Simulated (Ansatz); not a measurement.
# Decaying states in the gap of SrMgSeS, part 2 of 2

Aim: relax a made-up compound, SrMgSeS, and see how good a tunnel barrier it would be. It is built by putting Mg for part of the Sr in the Sr2SeS structure of space group R-3m, with the volume rescaled by atomic radii. The parent structure comes from the Materials Project.

Ansatz 0.2.0; PBEsol DFT, plane waves, PAW files (the session's first sound run).

So far, gap on the k-mesh (eV): step 3 (the bulk crystal and its band edges, PBEsol) 2.32; step 6 (LDA) 2.28.

The structure was built from a prototype and need not be the compound's stable phase.

## 7. Complex bands at another level

This step: LDA DFT, plane waves, PAW files; complex bands by layer matching along the plane's normal (Ansatz 0.2.0).

The complex bands at that level, over its own gap, at (0, 0) and (0, -0.5).

Contents of input.yaml:

```yaml
crystal:
  lattice:
    - [4.037686107, 0.0, 0.0]
    - [2.018843054, 3.496738742, 0.0]
    - [2.018843054, -1.165579581, 6.574036524]
  atoms:
    - { symbol: Mg, position: [0.4955398244, 0.7522300878, 0.2566902634] }
    - { symbol: Sr, position: [0.507299877, 0.2463500615, 0.7390501845] }
    - { symbol: Se, position: [0.977035191, 0.0114824045, 0.0344472135] }
    - { symbol: S, position: [0.0201251076, 0.4899374462, 0.4698123386] }
kpoints:
  mp_grid: { grid: [8, 8, 8] }
scf:
  occupations: { method: fixed }
hamiltonian:
  xc: lda
output:
  eigenvalues: true
  transmission:
    leads: [[0, 0]]
    kpoints: [[0.0, 0.0], [0.0, -0.5]]
    e_range: [-1.0, 3.28]
    de: 0.07
```

Launch:

```
$ ansatz run input.yaml --threads 2 --pin off --max-ram 4096MiB --backend cpu --events-out ev --progress --plain --runs-dir out
```

The job ended after 19 s (2 threads of Arm Neoverse V2, shared host; peak memory 0.42 GiB; 29 s of CPU time).

Numbers from this step:

| Item | Value |
| --- | --- |
| free energy | -11605.6383 eV |
| Fermi energy | 6.839 eV |
| gap on the k-mesh | 2.280 eV |
| level to which the leads are filled | 1.140 eV from the Fermi level |
| decay constant at the filling level, zone centre | 0.1699 Å⁻¹ |
| decay constant at the filling level, slowest listed point | 0.1699 Å⁻¹ |

K parallel (0, 0); values up to 1.5 1/Å, a degenerate pair printed once or twice; energies at which all values exceed this have no row. Table of Im kz of the slowest decaying states by energy, zero at the highest filled level on the SCF mesh:

```csv
energy (eV),decay 1 (Å⁻¹),decay 2 (Å⁻¹),decay 3 (Å⁻¹),decay 4 (Å⁻¹)
-1.00,0.164,0.862,1.06,1.22
-0.86,0.227,0.85,1.04,1.20
-0.65,0.235,0.831,1.01,1.18
-0.51,0.199,0.819,0.998,1.17
-0.30,0.799,0.973,1.15,-
-0.16,0.786,0.956,1.14,-
-0.02,0.193,0.772,0.939,1.13
0.05,0.0480,0.249,0.765,0.931
0.19,0.0906,0.323,0.751,0.914
0.40,0.125,0.392,0.729,0.889
0.54,0.140,0.425,0.713,0.873
0.68,0.151,0.451,0.698,0.857
0.89,0.163,0.480,0.673,0.832
1.03,0.167,0.495,0.656,0.816
1.24,0.170,0.511,0.630,0.792
1.38,0.170,0.518,0.611,0.776
1.59,0.165,0.525,0.582,0.752
1.73,0.159,0.527,0.561,0.736
1.87,0.150,0.527,0.539,0.720
2.08,0.131,0.504,0.524,0.695
2.22,0.113,0.478,0.521,0.678
2.43,0.0675,0.436,0.512,0.652
2.57,0.404,0.505,0.635,0.843
2.78,0.349,0.491,0.607,0.815
2.92,0.305,0.480,0.588,0.796
3.13,0.219,0.461,0.559,0.767
3.27,0.123,0.446,0.538,0.746
```

K parallel (0, -0.5); values up to 1.5 1/Å, a degenerate pair printed once or twice; energies at which all values exceed this have no row. Im kz of the slowest decaying states against energy, zero at the highest filled level on the SCF mesh:

```csv
energy (eV),decay 1 (Å⁻¹),decay 2 (Å⁻¹),decay 3 (Å⁻¹),decay 4 (Å⁻¹)
-1.00,0.113,0.170,0.999,1.16
-0.79,0.189,0.503,0.882,1.10
-0.58,0.218,0.680,1.19,1.46
-0.37,0.215,0.239,0.665,1.24
-0.16,0.253,0.303,0.651,1.26
-0.02,0.260,0.343,0.642,1.27
0.05,0.263,0.360,0.637,1.28
0.26,0.269,0.400,0.623,1.28
0.47,0.271,0.432,0.608,1.29
0.68,0.271,0.456,0.571,0.613
0.89,0.266,0.475,0.543,0.606
1.10,0.259,0.490,0.518,0.594
1.38,0.242,0.484,0.505,0.575
1.59,0.223,0.457,0.513,0.560
1.80,0.197,0.426,0.518,0.544
2.01,0.156,0.393,0.522,0.528
2.22,0.0781,0.357,0.510,0.523
2.43,0.319,0.492,0.522,1.21
2.64,0.279,0.473,0.520,1.20
2.85,0.235,0.453,0.515,1.18
3.06,0.184,0.430,0.509,1.17
3.27,0.100,0.113,0.406,0.501
```

At the listed wavevectors the last open channel is at -0.02 eV and the next at +2.29 eV on the grid. At +1.17 eV, the grid energy nearest the filling level (the middle of the gap on the SCF mesh), the slowest state at the listed wavevectors decays with κ = 0.170 Å⁻¹, its amplitude falling by e over 5.9 Å; the first such run, plane (001), gave 0.175 Å⁻¹ over as many of its listed wavevectors.

## 8. The same cell, other settings: output.transmission.temperature = 400.0

This step: PBEsol DFT, plane waves, PAW files; complex bands by layer matching along the plane's normal; changed: output.transmission.temperature = 400.0 (Ansatz 0.2.0).

This run repeats an earlier one, its twin (the complex run, plane (001)), with one setting changed (output.transmission.temperature; files written aside). It is meant to test how the leads' temperature enters. Where the input is shown as a difference, that is against the step before, not the twin.

Changes to input.yaml since step 7:

```diff
@@ -15,3 +15,3 @@
 hamiltonian:
-  xc: lda
+  xc: pbesol
 output:
@@ -20,4 +20,5 @@
     leads: [[0, 0]]
-    kpoints: [[0.0, 0.0], [0.0, -0.5]]
-    e_range: [-1.0, 3.28]
+    kpoints: [[0.0, 0.0], [0.0, -0.5], [0.5, 0.0]]
+    e_range: [-1.0, 3.32]
     de: 0.07
+    temperature: 400.0
```

The job ended after 24 s (2 threads; peak memory 0.42 GiB; 35 s of CPU time).

This step gave:

```
free energy                                               : -11720.1427 eV
Fermi energy                                              : 6.989 eV
gap on the k-mesh                                         : 2.323 eV
level to which the leads are filled                       : 1.162 eV from the Fermi level
decay constant at the filling level, zone centre          : 0.1754 Å⁻¹
decay constant at the filling level, slowest listed point : 0.1754 Å⁻¹
```

K parallel (0, 0); values up to 1.5 1/Å, a degenerate pair printed once or twice; energies at which all values exceed this have no row. The Im kz of the slowest decaying states by energy, zero at the highest filled level on the SCF mesh:

```csv
energy (eV),decay 1 (Å⁻¹),decay 2 (Å⁻¹),decay 3 (Å⁻¹),decay 4 (Å⁻¹)
-1.0000,0.163,0.867,1.06,1.22
-0.7200,0.241,0.843,1.03,1.19
-0.5100,0.202,0.824,1.00,1.18
-0.2300,0.798,0.971,1.15,-
-0.0200,0.188,0.778,0.946,1.13
0.2600,0.106,0.348,0.750,0.913
0.4700,0.136,0.409,0.728,0.889
0.7500,0.160,0.461,0.697,0.856
1.0300,0.172,0.495,0.664,0.824
1.2400,0.176,0.511,0.638,0.800
1.5200,0.175,0.524,0.600,0.768
1.7300,0.168,0.528,0.570,0.744
2.0100,0.151,0.526,0.528,0.712
2.2200,0.131,0.489,0.523,0.687
2.5000,0.0806,0.433,0.512,0.652
2.7800,0.365,0.496,0.616,0.821
2.9900,0.301,0.479,0.588,0.792
3.2700,0.168,0.452,0.548,0.751
```

K parallel (0, -0.5); values up to 1.5 1/Å, a degenerate pair printed once or twice; energies at which all values exceed this have no row. The Im kz of the slowest decaying states by energy, zero at the highest filled level on the SCF mesh:

```csv
energy (eV),decay 1 (Å⁻¹),decay 2 (Å⁻¹),decay 3 (Å⁻¹),decay 4 (Å⁻¹)
-1.0000,0.118,0.180,1.06,1.07
-0.7200,0.202,0.664,1.19,1.47
-0.5100,0.0989,0.228,0.661,1.24
-0.2300,0.252,0.281,0.649,1.28
-0.0200,0.263,0.345,0.637,1.29
0.2600,0.272,0.403,0.621,1.30
0.4700,0.275,0.434,0.607,1.30
0.7500,0.274,0.465,0.568,0.604
1.0300,0.266,0.488,0.536,0.592
1.2400,0.256,0.501,0.513,0.578
1.5200,0.236,0.480,0.514,0.559
1.7300,0.214,0.452,0.520,0.543
2.0100,0.167,0.411,0.522,0.525
2.2200,0.102,0.377,0.506,0.527
2.5000,0.328,0.482,0.526,1.21
2.7800,0.276,0.457,0.521,1.20
2.9900,0.232,0.436,0.516,1.18
3.2700,0.0763,0.160,0.404,0.506
```

K parallel (0.5, 0); values up to 1.5 1/Å, a degenerate pair printed once or twice; energies at which all values exceed this have no row. Im kz of the slowest decaying states against energy, zero at the highest filled level on the SCF mesh:

```csv
energy (eV),decay 1 (Å⁻¹),decay 2 (Å⁻¹),decay 3 (Å⁻¹),decay 4 (Å⁻¹)
-1.00,0.118,0.180,1.06,1.07
-0.86,0.180,0.412,0.884,1.13
-0.65,0.212,0.664,1.21,1.47
-0.51,0.0989,0.228,0.661,1.24
-0.30,0.247,0.252,0.652,1.27
-0.16,0.256,0.305,0.645,1.28
-0.02,0.263,0.345,0.637,1.29
0.05,0.266,0.362,0.633,1.29
0.19,0.271,0.390,0.625,1.30
0.40,0.275,0.424,0.611,1.30
0.54,0.275,0.443,0.602,1.30
0.68,0.274,0.458,0.578,0.605
0.89,0.271,0.478,0.552,0.599
1.03,0.266,0.488,0.536,0.592
1.24,0.256,0.501,0.513,0.578
1.38,0.247,0.497,0.508,0.569
1.59,0.230,0.471,0.516,0.554
1.73,0.214,0.452,0.520,0.543
1.87,0.194,0.432,0.523,0.533
2.08,0.150,0.400,0.517,0.526
2.22,0.102,0.377,0.506,0.527
2.43,0.341,0.488,0.526,1.22
2.57,0.316,0.476,0.525,1.21
2.78,0.276,0.457,0.521,1.20
2.92,0.247,0.443,0.518,1.19
3.13,0.199,0.420,0.511,1.17
3.27,0.0763,0.160,0.404,0.506
```

The temperature enters the conductance and not T(E) itself. No conductance was computed here for it to change.

## 9. What came out

```json
{"band gap": "2.32 eV", "least decay constant at mid-gap, normal to (001)": "0.175 Å⁻¹", "least decay constant at mid-gap, normal to (101)": "0.185 Å⁻¹", "least decay constant, LDA": "0.170 Å⁻¹"}
```

**Reading.** With PBEsol, the slowest decay at the wavevectors tried is κ = 0.175 Å⁻¹, normal to (001). Through such a film the transmission near mid-gap falls as exp(−2κd), a factor of ten every 6.6 Å. The directions tried decay at nearly the same rate. A free electron under a barrier of half the gap would need a mass of 0.10 mₑ to decay at this rate. With LDA the gap goes from 2.32 to 2.28 eV and the decay constant, over the first 2 listed wavevectors, from 0.175 to 0.170 Å⁻¹. The compound is made up by substitution; its stability against other phases and against distortions of the cell's symmetry was not tested. A semilocal functional narrows gaps, so real decay constants are likely larger.

[Logs are printed without paths, hosts, clocks, repeated set-up lines and the standing remarks that a program may print on its own settings, such as how far it seeks lower states.]

[Hosts, paths, dates, database ids (printed as entryN), source tags and the programs' standing remarks are cut or masked in the printed files.]
